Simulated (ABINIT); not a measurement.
# How slowly RPA converges: KNaMg2F6 (Fm-3m)

How does the RPA correlation energy of KNaMg2F6 (Fm-3m) approach its basis limit?

Main program and level: ABINIT 10.8.3; LDA and many-body steps on it, plane waves.

Most raw output is cut from this account.

## 1. The structure

It takes space group Fm-3m (No. 225, cubic). The conventional cell has a = 8.015 Å, b = 8.015 Å, c = 8.015 Å, α = 90.00°, β = 90.00°, γ = 90.00°. K has 12 F at 2.83 Å nearest. Nearest to Na lie 12 F at 2.83 Å. Mg has 6 F at 2.00 Å nearest. Nearest to F lie 2 Mg at 2.00 Å and 2 Na at 2.83 Å and 2 K at 2.83 Å. Farther neighbours and most contacts between anions are not listed.

The cell and positions are those that the Materials Project relaxed with its own functionals (PBE, PBE+U or r2SCAN), kept fixed.

## 2. Empty states on the mesh, 2×2×2 mesh, 466 bands

This step: ABINIT 10.8.3; DFT, LDA, plane waves, norm-conserving pseudopotentials.

The sums over transitions need many empty states on a uniform mesh; this step solves for them.

The input, run.abi:

```
acell 3*1.0 Angstrom
rprim 
  -0.000000000000 4.007551000000 4.007551000000
  4.007551000000 -0.000000000000 4.007551000000
  4.007551000000 4.007551000000 -0.000000000000
ntypat 4
znucl 19 11 12 9
natom 10
typat 1 2 3 3 4 4 4 4 4 4
xred 
  0.000000000000 0.000000000000 0.000000000000
  0.500000000000 0.500000000000 0.500000000000
  0.250000000000 0.250000000000 0.250000000000
  0.750000000000 0.750000000000 0.750000000000
  0.500000000000 0.500000000000 0.000000000000
  0.000000000000 0.000000000000 0.500000000000
  0.500000000000 0.000000000000 0.500000000000
  0.000000000000 0.500000000000 0.000000000000
  0.000000000000 0.500000000000 0.500000000000
  0.500000000000 0.000000000000 0.000000000000
pp_dirpath "pseudos"
pseudos "K.upf, Na.upf, Mg.upf, F.upf"
ecut 38
ngkpt 2 2 2
nshiftk 1
shiftk 0 0 0
kptopt 1
chksymbreak 0
iscf -2
irdden 1
istwfk *1
nband 466
nbdbuf 42
tolwfr 1e-09
nstep 60
prtvol 0
indata_prefix "in"
outdata_prefix "out"
tmpdata_prefix "tmp"
```

Command:

```console
$ OMP_NUM_THREADS=1 mpirun -n 4 abinit run.abi > log
```

The job ended after 8.8 min (4 MPI ranks of Arm Neoverse N1, shared host; peak memory 0.69 GiB).

This step gave:

* gap: 6.001 eV
* k of the valence top: 0, 0, 0
* k of the conduction bottom: 0, 0, 0
* least direct gap: 6.001 eV
* k points computed: 3
* lowest point of the top converged band, above the valence top: 115.9390 eV

On this mesh the gap is 6.001 eV.

The density comes from a self-consistent run that is not shown.

## 3. RPA energy: 2×2×2 mesh, 103 bands, screening to 43.5 eV

The RPA dielectric matrix is built and inverted for each q.

This step: RPA screening on LDA, plane waves, norm-conserving pseudopotentials.

run.abi: that of step 2 with these lines changed.

```diff
@@ -28,10 +28,15 @@
 chksymbreak 0
-iscf -2
-irdden 1
 istwfk *1
-nband 466
-nbdbuf 42
-tolwfr 1e-09
-nstep 60
-prtvol 0
+occopt 1
+irdwfk 1
+optdriver 3
+nband 103
+ecuteps 1.6
+inclvkb 2
+awtr 1
+symchi 1
+gwcalctyp 1
+nfreqre 0
+nfreqim 8
+gwrpacorr 1
 indata_prefix "in"
```

Wall time 44 s (4 MPI ranks); peak memory 1.4 GiB.

Numbers from this step:

* ε∞ with local fields, on this mesh, along the program's q direction: 1.969
* the same without local fields: 2.051
* plasma frequency: 29.27 eV
* plane waves in the screening matrix: 65
* RPA correlation energy: -10.59 eV

Local fields lower ε∞ by 4 %. On a Γ-centred mesh this coarse the value itself is usually too large, while a short band sum pulls it down.

## 4. RPA energy: 2×2×2 mesh, 175 bands, screening to 70.7 eV

run.abi: that of step 3 with these lines changed.

```diff
@@ -32,4 +32,4 @@
 optdriver 3
-nband 103
-ecuteps 1.6
+nband 175
+ecuteps 2.6
 inclvkb 2
```

Wall time 1.7 min (4 MPI ranks); peak memory 1.8 GiB; 6.7 min of CPU time.

This step gave:

```
ε∞ with local fields, on this mesh, along the program's q direction : 1.995
the same without local fields                                       : 2.107
plasma frequency                                                    : 29.27 eV
plane waves in the screening matrix                                 : 169
RPA correlation energy                                              : -25.46 eV
```

## 5. RPA energy: 2×2×2 mesh, 289 bands, screening to 108.8 eV

run.abi: that of step 4 with these lines changed.

```diff
@@ -32,4 +32,4 @@
 optdriver 3
-nband 175
-ecuteps 2.6
+nband 289
+ecuteps 4
 inclvkb 2
```

Wall time 3.7 min (4 MPI ranks); peak memory 2.3 GiB; 15 min of CPU time.

This step gave:

```
ε∞ with local fields, on this mesh, along the program's q direction : 1.997
the same without local fields                                       : 2.125
plasma frequency                                                    : 29.27 eV
plane waves in the screening matrix                                 : 331
RPA correlation energy                                              : -41.53 eV
```

## 6. RPA energy: 2×2×2 mesh, 424 bands, screening to 144.2 eV

run.abi: that of step 5 with these lines changed.

```diff
@@ -32,4 +32,4 @@
 optdriver 3
-nband 289
-ecuteps 4
+nband 424
+ecuteps 5.3
 inclvkb 2
```

Wall time 8.9 min (4 MPI ranks); peak memory 3.5 GiB; 35 min of CPU time.

This step gave:

- ε∞ with local fields, on this mesh, along the program's q direction: 1.998
- the same without local fields: 2.131
- plasma frequency: 29.27 eV
- plane waves in the screening matrix: 531
- RPA correlation energy: -54.2278 eV

## 7. RPA energy: 2×2×2 mesh, 175 bands, screening to 136.1 eV, 14 frequencies

run.abi: that of step 6 with these lines changed.

```diff
@@ -32,4 +32,4 @@
 optdriver 3
-nband 424
-ecuteps 5.3
+nband 175
+ecuteps 5
 inclvkb 2
@@ -39,3 +39,3 @@
 nfreqre 0
-nfreqim 8
+nfreqim 14
 gwrpacorr 1
```

Elapsed: 3.6 min, on 4 MPI ranks; peak memory 2.4 GiB.

This step gave:

| Item | Value |
| --- | --- |
| ε∞ with local fields, on this mesh, along the program's q direction | 1.984 |
| the same without local fields | 2.107 |
| plasma frequency | 29.27 eV |
| plane waves in the screening matrix | 459 |
| RPA correlation energy | -34.59 eV |

## 8. The rungs together

Times are wall times on 4 MPI ranks of Arm Neoverse N1, shared host, good to a factor of about two.

```tsv
bands	cutoff (eV)	plane waves	frequencies	E_c (eV/atom)	time
103	43.5	65	8	-1.059	44 s
175	70.7	169	8	-2.546	1.7 min
289	108.8	331	8	-4.153	3.7 min
424	144.2	531	8	-5.423	8.9 min
175	136.1	459	14	-3.459	3.6 min
```

## 9. Outcome

```json
{"2×2×2 mesh, 103 bands, screening to 43.5 eV": "-1.059 eV/atom", "2×2×2 mesh, 175 bands, screening to 70.7 eV": "-2.546 eV/atom", "2×2×2 mesh, 289 bands, screening to 108.8 eV": "-4.153 eV/atom", "2×2×2 mesh, 424 bands, screening to 144.2 eV": "-5.423 eV/atom", "limit by the two highest rungs": "-7.84 eV/atom"}
```

What this shows: Rows off the diagonal of bands and cutoff are checks and stay out of the ladder. The energy is still falling: −1.270 eV/atom over the last rung. A line in cutoff^(−3/2) puts the limit near -7.84 eV/atom, 45 % beyond the top rung; the pair below gives -5.92, so the estimate is rough. The value holds the valence electrons of these pseudopotentials alone, on one mesh; differences between structures converge far faster than the total.

[Paths, hosts, dates, memory and timing lines, banners, echoed tables and standing remarks are left out of the program output.]

[Logs are printed without paths, hosts, clocks, repeated set-up lines and the standing remarks that a program may print on its own settings, such as how far it seeks lower states.]

[Runs of the session that timed out or met a known fault of the program may be left out.]

[Hosts, paths, dates, database ids (printed as entryN), source tags and the programs' standing remarks are cut or masked in the printed files.]

[G0W0 gaps are taken among the corrected bands and points alone; a level outside them can change the order at an edge.]

[Where Ansatz stands beside ABINIT at settings called matched, ABINIT's density can come from a denser mesh and the files from another edition; pairs whose starting gaps differed by over 0.03 eV were left out, so agreement reads better than it is.]
